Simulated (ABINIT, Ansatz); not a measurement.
# AlGaN2 (P-4m2): G0W0 with ABINIT, start to end, part 2 of 3

Aim: the G0W0 gap of AlGaN2 (P-4m2) on LDA, step by step.

ABINIT 10.8.3; LDA and many-body steps on it, plane waves. Known limits of the many-body steps: not at the basis limit; no spin-orbit coupling; coarse k mesh.

So far. Step 2 (Ground state): The gap is direct, at Γ.

**3. Bands along the symmetry lines**

Level of this step: DFT, LDA, plane waves, norm-conserving pseudopotentials (ABINIT).

The cheap functional maps the bands first; the places of the edges decide which points the dearer methods must see.

File run.abi:

```
acell 3*1.0 Angstrom
rprim 
  3.140877048700 0.000000000000 0.000000000000
  0.000000000000 3.140877048700 0.000000000000
  0.000000000000 0.000000000000 4.423837940000
ntypat 3
znucl 13 31 7
natom 4
typat 1 2 3 3
xred 
  0.500000000000 0.500000000000 0.500000000000
  0.000000000000 0.000000000000 0.000000000000
  0.500000000000 0.000000000000 0.738264810000
  0.000000000000 0.500000000000 0.261735190000
pp_dirpath "pseudos"
pseudos "Al.upf, Ga.upf, N.upf"
ecut 45
iscf -2
irdden 1
kptopt 0
nkpt 75
kpt 
  0.00000000 0.00000000 0.00000000
  0.00000000 0.06250000 0.00000000
  0.00000000 0.12500000 0.00000000
  0.00000000 0.18750000 0.00000000
  0.00000000 0.25000000 0.00000000
  0.00000000 0.31250000 0.00000000
  0.00000000 0.37500000 0.00000000
  0.00000000 0.43750000 0.00000000
  0.00000000 0.50000000 0.00000000
  0.06250000 0.50000000 0.00000000
  0.12500000 0.50000000 0.00000000
  0.18750000 0.50000000 0.00000000
  0.25000000 0.50000000 0.00000000
  0.31250000 0.50000000 0.00000000
  0.37500000 0.50000000 0.00000000
  0.43750000 0.50000000 0.00000000
  0.50000000 0.50000000 0.00000000
  0.43750000 0.43750000 0.00000000
  0.37500000 0.37500000 0.00000000
  0.31250000 0.31250000 0.00000000
  0.25000000 0.25000000 0.00000000
  0.18750000 0.18750000 0.00000000
  0.12500000 0.12500000 0.00000000
  0.06250000 0.06250000 0.00000000
  0.00000000 0.00000000 0.00000000
  0.00000000 0.00000000 0.06250000
  0.00000000 0.00000000 0.12500000
  0.00000000 0.00000000 0.18750000
  0.00000000 0.00000000 0.25000000
  0.00000000 0.00000000 0.31250000
  0.00000000 0.00000000 0.37500000
  0.00000000 0.00000000 0.43750000
  0.00000000 0.00000000 0.50000000
  0.00000000 0.06250000 0.50000000
  0.00000000 0.12500000 0.50000000
  0.00000000 0.18750000 0.50000000
  0.00000000 0.25000000 0.50000000
  0.00000000 0.31250000 0.50000000
  0.00000000 0.37500000 0.50000000
  0.00000000 0.43750000 0.50000000
  0.00000000 0.50000000 0.50000000
  0.06250000 0.50000000 0.50000000
  0.12500000 0.50000000 0.50000000
  0.18750000 0.50000000 0.50000000
  0.25000000 0.50000000 0.50000000
  0.31250000 0.50000000 0.50000000
  0.37500000 0.50000000 0.50000000
  0.43750000 0.50000000 0.50000000
  0.50000000 0.50000000 0.50000000
  0.43750000 0.43750000 0.50000000
  0.37500000 0.37500000 0.50000000
  0.31250000 0.31250000 0.50000000
  0.25000000 0.25000000 0.50000000
  0.18750000 0.18750000 0.50000000
  0.12500000 0.12500000 0.50000000
  0.06250000 0.06250000 0.50000000
  0.00000000 0.00000000 0.50000000
  0.00000000 0.50000000 0.00000000
  0.00000000 0.50000000 0.06250000
  0.00000000 0.50000000 0.12500000
  0.00000000 0.50000000 0.18750000
  0.00000000 0.50000000 0.25000000
  0.00000000 0.50000000 0.31250000
  0.00000000 0.50000000 0.37500000
  0.00000000 0.50000000 0.43750000
  0.00000000 0.50000000 0.50000000
  0.50000000 0.50000000 0.00000000
  0.50000000 0.50000000 0.06250000
  0.50000000 0.50000000 0.12500000
  0.50000000 0.50000000 0.18750000
  0.50000000 0.50000000 0.25000000
  0.50000000 0.50000000 0.31250000
  0.50000000 0.50000000 0.37500000
  0.50000000 0.50000000 0.43750000
  0.50000000 0.50000000 0.50000000
istwfk *1
nband 24
nbdbuf 2
tolwfr 1e-08
nstep 40
prtwf 0
prtvol 0
indata_prefix "in"
outdata_prefix "out"
tmpdata_prefix "tmp"
```

The run is started by

```
> OMP_NUM_THREADS=1 mpirun -n 4 abinit run.abi > log
```

Numbers of over 12 decimals in the logs are rounded to 6 here.

What it wrote:

```text
.Version 10.8.3 of ABINIT. v10.8.2 released Aug 2026.

 Symmetries : space group P-4 m 2 (#115); Bravais tP (primitive tetrag.)
[... echo of the input left out ...]
== DATASET  1 ==================================================================
-   mpi_nproc: 4, omp_nthreads: 1 (-1 if OMP is not activated)

--- !DatasetInfo
iteration_state: {dtset: 1, }
dimensions: {natom: 4, nkpt: 75, mband: 24, nsppol: 1, nspinor: 1, nspden: 1, mpw: 4300, }
cutoff_energies: {ecut:  45.0, pawecutdg:  -1.0, }
electrons: {nelect:   3.40000000E+01, charge:   0.00000000E+00, occopt:   1.00000000E+00, tsmear:   1.00000000E-02, }

 Real(R)+Recip(G) space primitive vectors, cartesian coordinates (Bohr,Bohr^-1):
 R(1)=  5.9353974  0.0000000  0.0000000  G(1)=  0.1684807  0.0000000  0.0000000
 R(2)=  0.0000000  5.9353974  0.0000000  G(2)=  0.0000000  0.1684807  0.0000000
 R(3)=  0.0000000  0.0000000  8.3598421  G(3)=  0.0000000  0.0000000  0.1196195
 Unit cell volume ucvol=  2.9450840E+02 bohr^3
 Angles (23,13,12)=  9.00000000E+01  9.00000000E+01  9.00000000E+01 degrees

 getcut: wavevector=  0.0000  0.0000  0.0000  ngfft=  36  36  54
         ecut(hartree)=     45.000   => boxcut(ratio)=   2.00854

--- Pseudopotential description ------------------------------------------------
- Al Generated using ONCVPSP code by D. R. Hamann
- 13.00000   3.00000  180309                  znucl, zion, pspdat
12 -1012 2 -1 1854                            pspcod,pspxc,lmax,lloc,mmax
     nproj     2     2     2
  pspatm : epsatm=    0.57439143
         --- l  ekb(1:nproj) -->
             0    5.725870    0.726131
             1    6.190420    0.914022
             2   -4.229503   -0.925599
 pspatm: atomic psp has been read  and splines computed

- Ga Generated using ONCVPSP code by D. R. Hamann
- 31.00000  21.00000  180309                  znucl, zion, pspdat
12 -1012 2 -1 1858                            pspcod,pspxc,lmax,lloc,mmax
     nproj     2     2     2
  pspatm : epsatm=   21.89818218
         --- l  ekb(1:nproj) -->
[...]
pspatm: atomic psp has been read  and splines computed

- N Generated using ONCVPSP code by D. R. Hamann
-  7.00000   5.00000  180309                  znucl, zion, pspdat
12 -1012 1 -1 1058                            pspcod,pspxc,lmax,lloc,mmax
     nproj     2     2     0
  pspatm : epsatm=    5.30777321
         --- l  ekb(1:nproj) -->
[...]
pspatm: atomic psp has been read  and splines computed

--------------------------------------------------------------------------------

================================================================================
 prteigrs : about to open file out_EIG
 Non-SCF case, kpt    1 (  0.00000  0.00000  0.00000), residuals and eigenvalues=
  6.38E-09  4.02E-09  8.68E-09  2.43E-09  3.84E-09  6.04E-09  2.43E-09  3.84E-09
  5.25E-09  6.29E-09  2.25E-09  3.32E-09  3.26E-09  5.98E-09  3.48E-09  2.19E-09
[...]
Non-SCF case, kpt    3 (  0.00000  0.12500  0.00000), residuals and eigenvalues=
[...]
Non-SCF case, kpt   74 (  0.50000  0.50000  0.43750), residuals and eigenvalues=
[...]
Non-SCF case, kpt   75 (  0.50000  0.50000  0.50000), residuals and eigenvalues=
[...]
6.0685E-02  7.5762E-02  1.0252E-01  1.0332E-01  1.0332E-01  4.4774E-01
  4.4774E-01  5.4006E-01  6.1685E-01  6.2581E-01  6.2581E-01  6.4374E-01

--- !ResultsGS
iteration_state: {dtset: 1, }
comment   : Summary of ground state results
lattice_vectors:
- [  5.9353974,   0.0000000,   0.0000000, ]
- [  0.0000000,   5.9353974,   0.0000000, ]
- [  0.0000000,   0.0000000,   8.3598421, ]
lattice_lengths: [   5.93540,    5.93540,    8.35984, ]
lattice_angles: [ 90.000,  90.000,  90.000, ] # degrees, (23, 13, 12)
lattice_volume:   2.9450840E+02
convergence: {deltae:  0.000E+00, res2:  0.000E+00, residm:  9.998E-09, diffor:  0.000E+00, }
etotal    :  -2.71191025E+02
entropy   :   0.00000000E+00
fermie    :   2.22581525E-01
cartesian_stress_tensor: null
pressure_GPa: null
xred      :
- [  5.0000E-01,   5.0000E-01,   5.0000E-01, Al]
- [  0.0000E+00,   0.0000E+00,   0.0000E+00, Ga]
- [  5.0000E-01,   0.0000E+00,   7.3826E-01,  N]
- [  0.0000E+00,   5.0000E-01,   2.6174E-01,  N]
cartesian_forces: null
force_length_stats: {min: null, max: null, mean: null, }

 Integrated electronic density in atomic spheres:
 ------------------------------------------------
 Atom  Sphere_radius  Integrated_density
[...]
================================================================================

 ----iterations are completed or convergence reached----

 Mean square residual over all n,k,spin=   53.654E-10; max=  99.980E-10
 reduced coordinates (array xred) for    4 atoms
[...]
0.500000000000      0.000000000000      0.738264810000
       0.000000000000      0.500000000000      0.261735190000

 cartesian coordinates (angstrom) at end:
    1      1.570439     1.570439     2.211919
    2      0.000000     0.000000     0.000000
    3      1.570439     0.000000     3.265964
    4      0.000000     1.570439     1.157874
 length scales=  1.889726125908  1.889726125908  1.889726125908 bohr
              =  1.000000000000  1.000000000000  1.000000000000 angstroms
 prteigrs : about to open file out_EIG
 Eigenvalues (hartree) for nkpt=  75  k points:
 kpt#   1, nband= 24, wtk=  1.00000, kpt=  0.0000  0.0000  0.0000 (reduced coord)
[...]
kpt#   2, nband= 24, wtk=  1.00000, kpt=  0.0000  0.0625  0.0000 (reduced coord)
[...]
kpt#   3, nband= 24, wtk=  1.00000, kpt=  0.0000  0.1250  0.0000 (reduced coord)
[...]
kpt#  74, nband= 24, wtk=  1.00000, kpt=  0.5000  0.5000  0.4375 (reduced coord)
[...]
kpt#  75, nband= 24, wtk=  1.00000, kpt=  0.5000  0.5000  0.5000 (reduced coord)
[...]
-0.25557   -0.19461   -0.19461    0.02915    0.06069    0.07576    0.10252    0.10332
   0.10332    0.44774    0.44774    0.54006    0.61685    0.62581    0.62581    0.64374

== END DATASET(S) ==============================================================
================================================================================

 -outvars: echo values of variables after computation  --------
            nband          24
             nkpt          75
          spgroup         115
 [... the other variables as echoed above ...]

 Calculation completed.
```

Run time: 45 s. Hardware: 4 MPI ranks of Arm Neoverse V1, shared host; peak memory 0.37 GiB; 3 min of CPU time.

This step gave:

- gap: 2.872 eV
- k of the valence top: 0, 0, 0
- k of the conduction bottom: 0, 0, 0
- least direct gap: 2.872 eV

The gap is 2.872 eV, as in the run before at this level.

The electronic bands at the labelled points (eV, zero at the top of the highest filled band):

```csv
point,band 14,band 15,band 16,band 17,band 18,band 19,band 20,band 21
Γ,-2.34,-0.24,0.00,0.00,2.87,3.53,7.47,11.10
halfway,-2.39,-1.87,-0.94,-0.14,4.68,5.26,8.53,10.39
X,-2.96,-2.91,-0.99,-0.69,7.00,7.07,7.96,8.29
halfway,-2.64,-2.62,-2.09,-2.08,4.98,5.20,7.42,9.72
M,-2.29,-2.27,-2.27,-2.27,3.27,3.27,6.16,8.64
halfway,-3.24,-3.00,-1.30,-1.23,5.15,6.04,7.92,10.70
Γ,-2.34,-0.24,0.00,0.00,2.87,3.53,7.47,11.10
halfway,-2.07,-1.31,-0.39,-0.39,3.89,4.42,7.77,10.04
Z,-1.56,-1.56,-1.01,-1.01,5.21,5.34,7.78,9.10
halfway,-1.28,-1.21,-0.98,-0.80,5.70,6.39,8.15,9.38
R,-0.97,-0.87,-0.62,-0.57,5.10,6.49,9.08,9.36
halfway,-2.81,-2.60,-1.49,-1.43,6.81,7.03,7.08,8.43
A,-4.00,-3.27,-3.25,-3.25,6.13,6.13,8.64,10.73
halfway,-2.98,-2.90,-0.96,-0.63,6.83,7.45,7.59,8.51
Z,-1.56,-1.56,-1.01,-1.01,5.21,5.34,7.78,9.10
jump to X,-2.96,-2.91,-0.99,-0.69,7.00,7.07,7.96,8.29
halfway,-1.71,-1.65,-0.98,-0.63,6.00,7.01,8.19,8.38
R,-0.97,-0.87,-0.62,-0.57,5.10,6.49,9.08,9.36
jump to M,-2.29,-2.27,-2.27,-2.27,3.27,3.27,6.16,8.64
halfway,-3.06,-2.81,-2.81,-2.71,4.53,4.53,7.30,9.46
A,-4.00,-3.27,-3.25,-3.25,6.13,6.13,8.64,10.73
```

**4. Empty states on the mesh, 4×4×2 mesh, 95 bands**

The sums over transitions need many empty states on a uniform mesh; this step solves for them.

File run.abi:

```
acell 3*1.0 Angstrom
rprim 
  3.140877048700 0.000000000000 0.000000000000
  0.000000000000 3.140877048700 0.000000000000
  0.000000000000 0.000000000000 4.423837940000
ntypat 3
znucl 13 31 7
natom 4
typat 1 2 3 3
xred 
  0.500000000000 0.500000000000 0.500000000000
  0.000000000000 0.000000000000 0.000000000000
  0.500000000000 0.000000000000 0.738264810000
  0.000000000000 0.500000000000 0.261735190000
pp_dirpath "pseudos"
pseudos "Al.upf, Ga.upf, N.upf"
ecut 45
ngkpt 4 4 2
nshiftk 1
shiftk 0 0 0
kptopt 1
chksymbreak 0
iscf -2
irdden 1
istwfk *1
nband 95
nbdbuf 8
tolwfr 1e-09
nstep 60
prtvol 0
indata_prefix "in"
outdata_prefix "out"
tmpdata_prefix "tmp"
```

What it wrote:

```text
.Version 10.8.3 of ABINIT. v10.8.2 released Aug 2026.

 Symmetries : space group P-4 m 2 (#115); Bravais tP (primitive tetrag.)
[... echo of the input left out ...]
== DATASET  1 ==================================================================
-   mpi_nproc: 4, omp_nthreads: 1 (-1 if OMP is not activated)

--- !DatasetInfo
iteration_state: {dtset: 1, }
dimensions: {natom: 4, nkpt: 12, mband: 95, nsppol: 1, nspinor: 1, nspden: 1, mpw: 4296, }
cutoff_energies: {ecut:  45.0, pawecutdg:  -1.0, }
electrons: {nelect:   3.40000000E+01, charge:   0.00000000E+00, occopt:   1.00000000E+00, tsmear:   1.00000000E-02, }

 Real(R)+Recip(G) space primitive vectors, cartesian coordinates (Bohr,Bohr^-1):
 R(1)=  5.9353974  0.0000000  0.0000000  G(1)=  0.1684807  0.0000000  0.0000000
 R(2)=  0.0000000  5.9353974  0.0000000  G(2)=  0.0000000  0.1684807  0.0000000
 R(3)=  0.0000000  0.0000000  8.3598421  G(3)=  0.0000000  0.0000000  0.1196195
 Unit cell volume ucvol=  2.9450840E+02 bohr^3
 Angles (23,13,12)=  9.00000000E+01  9.00000000E+01  9.00000000E+01 degrees

 getcut: wavevector=  0.0000  0.0000  0.0000  ngfft=  36  36  54
         ecut(hartree)=     45.000   => boxcut(ratio)=   2.00854

--- Pseudopotential description ------------------------------------------------
- Al Generated using ONCVPSP code by D. R. Hamann
- 13.00000   3.00000  180309                  znucl, zion, pspdat
12 -1012 2 -1 1854                            pspcod,pspxc,lmax,lloc,mmax
     nproj     2     2     2
  pspatm : epsatm=    0.57439143
         --- l  ekb(1:nproj) -->
             0    5.725870    0.726131
             1    6.190420    0.914022
             2   -4.229503   -0.925599
 pspatm: atomic psp has been read  and splines computed

- Ga Generated using ONCVPSP code by D. R. Hamann
- 31.00000  21.00000  180309                  znucl, zion, pspdat
12 -1012 2 -1 1858                            pspcod,pspxc,lmax,lloc,mmax
     nproj     2     2     2
  pspatm : epsatm=   21.89818218
         --- l  ekb(1:nproj) -->
[...]
pspatm: atomic psp has been read  and splines computed

- N Generated using ONCVPSP code by D. R. Hamann
-  7.00000   5.00000  180309                  znucl, zion, pspdat
12 -1012 1 -1 1058                            pspcod,pspxc,lmax,lloc,mmax
     nproj     2     2     0
  pspatm : epsatm=    5.30777321
         --- l  ekb(1:nproj) -->
[...]
pspatm: atomic psp has been read  and splines computed

--------------------------------------------------------------------------------

================================================================================
 prteigrs : about to open file out_EIG
 Non-SCF case, kpt    1 (  0.00000  0.00000  0.00000), residuals and eigenvalues=
  1.90E-10  3.43E-10  5.58E-10  4.60E-10  9.23E-11  4.02E-10  2.82E-10  7.50E-10
  6.56E-10  3.51E-10  2.98E-10  5.03E-10  2.04E-10  3.24E-10  6.92E-10  4.08E-10
  7.01E-10  9.64E-10  6.87E-10  4.60E-10  3.28E-10  6.74E-10  1.90E-10  8.88E-10
[...]
9.47E-10  3.00E-07  6.90E-10  1.28E-06  1.58E-05  1.14E-05  8.35E-10
 -4.9637E+00 -3.1689E+00 -3.1689E+00 -3.1685E+00 -3.4131E-01 -2.9483E-01
 -2.6179E-01 -2.6179E-01 -2.6023E-01 -2.5465E-01 -2.0369E-01  1.7057E-02
  1.3656E-01  1.3656E-01  2.1393E-01  2.2258E-01  2.2258E-01  3.2813E-01
[...]
2.6295E+00  2.6346E+00  2.6346E+00  2.6876E+00  2.6936E+00  2.7542E+00
  2.7569E+00  2.7907E+00  2.8125E+00  2.8125E+00  2.8398E+00  2.8440E+00
  2.8513E+00  2.8513E+00  2.8539E+00  2.8751E+00  2.8839E+00
 prteigrs : prtvol=0 or 1, do not print more k-points.

--- !ResultsGS
iteration_state: {dtset: 1, }
comment   : Summary of ground state results
lattice_vectors:
- [  5.9353974,   0.0000000,   0.0000000, ]
- [  0.0000000,   5.9353974,   0.0000000, ]
- [  0.0000000,   0.0000000,   8.3598421, ]
lattice_lengths: [   5.93540,    5.93540,    8.35984, ]
lattice_angles: [ 90.000,  90.000,  90.000, ] # degrees, (23, 13, 12)
lattice_volume:   2.9450840E+02
convergence: {deltae:  0.000E+00, res2:  0.000E+00, residm:  9.984E-10, diffor:  0.000E+00, }
etotal    :  -2.71191025E+02
entropy   :   0.00000000E+00
fermie    :   2.22581525E-01
cartesian_stress_tensor: null
pressure_GPa: null
xred      :
- [  5.0000E-01,   5.0000E-01,   5.0000E-01, Al]
- [  0.0000E+00,   0.0000E+00,   0.0000E+00, Ga]
- [  5.0000E-01,   0.0000E+00,   7.3826E-01,  N]
- [  0.0000E+00,   5.0000E-01,   2.6174E-01,  N]
cartesian_forces: null
force_length_stats: {min: null, max: null, mean: null, }

 Integrated electronic density in atomic spheres:
 ------------------------------------------------
 Atom  Sphere_radius  Integrated_density
[...]
================================================================================

 ----iterations are completed or convergence reached----

 Mean square residual over all n,k,spin=   48.137E-11; max=  99.840E-11
 reduced coordinates (array xred) for    4 atoms
[...]
0.500000000000      0.000000000000      0.738264810000
       0.000000000000      0.500000000000      0.261735190000

 cartesian coordinates (angstrom) at end:
    1      1.570439     1.570439     2.211919
    2      0.000000     0.000000     0.000000
    3      1.570439     0.000000     3.265964
    4      0.000000     1.570439     1.157874
 length scales=  1.889726125908  1.889726125908  1.889726125908 bohr
              =  1.000000000000  1.000000000000  1.000000000000 angstroms
 prteigrs : about to open file out_EIG
 Eigenvalues (hartree) for nkpt=  12  k points:
 kpt#   1, nband= 95, wtk=  0.03125, kpt=  0.0000  0.0000  0.0000 (reduced coord)
[...]
2.51452    2.51452    2.51618    2.58936    2.61148    2.61148    2.62952    2.63464
   2.63464    2.68761    2.69361    2.75421    2.75688    2.79065    2.81251    2.81251
   2.83976    2.84398    2.85133    2.85134    2.85388    2.87513    2.88390
 prteigrs : prtvol=0 or 1, do not print more k-points.

== END DATASET(S) ==============================================================
================================================================================

 -outvars: echo values of variables after computation  --------
            nband          95
             nkpt          12
          spgroup         115
 [... the other variables as echoed above ...]

 Calculation completed.
```

It took 37 s on 4 MPI ranks; peak memory 0.34 GiB; 2.4 min of CPU time.

Numbers from this step:

```yaml
gap: 2.872 eV
k_of_the_valence_top: 0, 0, 0
k_of_the_conduction_bottom: 0, 0, 0
least_direct_gap: 2.872 eV
k_points_computed: 12
lowest_point_of_the_top_converged_band_above_the_valence_top: 66.3914 eV
```

On this mesh the gap is 2.872 eV.

[end of part 2 of 3]

[Paths, hosts, dates, memory and timing lines, banners, echoed tables and standing remarks are left out of the program output.]

[Logs are printed without paths, hosts, clocks, repeated set-up lines and the standing remarks that a program may print on its own settings, such as how far it seeks lower states.]

[Runs of the session that timed out or met a known fault of the program may be left out.]

[Hosts, paths, dates, database ids (printed as entryN), source tags and the programs' standing remarks are cut or masked in the printed files.]

[G0W0 gaps are taken among the corrected bands and points alone; a level outside them can change the order at an edge.]

[Where Ansatz stands beside ABINIT at settings called matched, ABINIT's density can come from a denser mesh and the files from another edition; pairs whose starting gaps differed by over 0.03 eV were left out, so agreement reads better than it is.]
